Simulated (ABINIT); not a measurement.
Records of electronic-structure calculations.

```cif
data_gan
_symmetry_space_group_name_H-M 'P6_3mc'
_symmetry_Int_Tables_number 186
_cell_length_a 3.1800
_cell_length_b 3.1800
_cell_length_c 5.1660
_cell_angle_alpha 90.000
_cell_angle_beta 90.000
_cell_angle_gamma 120.000
_cell_volume 45.24
loop_
_atom_site_label
_atom_site_type_symbol
_atom_site_symmetry_multiplicity
_atom_site_Wyckoff_symbol
_atom_site_fract_x
_atom_site_fract_y
_atom_site_fract_z
_atom_site_occupancy
Ga1 Ga 2 b 0.33333 0.66667 0.00000 1
N1 N 2 b 0.33333 0.66667 0.37500 1
_calc_subject 'Beyond one shot: GaN (P6_3mc)'
_calc_method 'RPA screening on PBE from quasiparticle energies and orbitals, plane waves, norm-conserving pseudopotentials (and 4 further levels or steps)'
_calc_program 'ABINIT 10.8.3'
_calc_settings 'cutoff 45 Ha, PseudoDojo scalar-relativistic 0.4 stringent, norm-conserving, potential set dojo-sr-pbe-0.4-stringent, ngkpt (3, 3, 2), nband 60, ecuteps 4 Ha, gwcalctyp 28, inclvkb 2, shiftk (0, 0, 0), symchi 1, awtr 1, frequency ppm, cycle 6, q points all but q = 0, 3×3×2 k-mesh'
_calc_notes 'The database entry behind the starting cell differs from other determinations of this structure. The program’s warnings: nproc spkpt=  >= nkpt= * nsppol=. The cell and positions come from the Crystallography Open Database and are kept as given unless a step says otherwise. Limits: no spin-orbit coupling. The 3×3×2 mesh is coarse for this cell, which bears on the long-range parts of exchange and screening.'
_calc_g0w0 '2.719 eV'
_calc_qsgw_cycle_1 '2.865 eV'
_calc_qsgw_cycle_2 '2.984 eV'
_calc_qsgw_cycle_3 '3.092 eV'
_calc_qsgw_cycle_4 '3.163 eV'
_calc_qsgw_cycle_5 '3.192 eV'
_calc_qsgw_cycle_6 '3.199 eV'
_calc_known_limits 'short of the basis limit; no spin-orbit coupling; coarse k mesh'
```

[Long decimals in the printed logs are rounded to 6 places.]

[Logs are printed without paths, hosts, clocks, repeated set-up lines and the standing remarks that a program may print on its own settings, such as how far it seeks lower states.]

[Paths, hosts, dates, memory and timing lines, banners, echoed tables and standing remarks are left out of the program output; an Ansatz launch command may be rebuilt from the run's recorded settings. Measured values are a selection of at most five: reports struck by readers or far from the other reports are left out. None is set beside runs whose start may be inverted or whose files or cutoffs have a known fault.]

[Runs of the session that timed out or met a known fault of the program may be left out.]

[Hosts, paths, dates, database ids (printed as entryN), source tags and the programs' standing remarks are cut or masked in the printed files.]

[G0W0 gaps are taken among the corrected bands and points alone; a level outside them can change the order at an edge.]

[Where Ansatz stands beside ABINIT at settings called matched, ABINIT's density can come from a denser mesh and the files from another edition; pairs whose starting gaps differed by over 0.03 eV were left out, so agreement reads better than it is.]
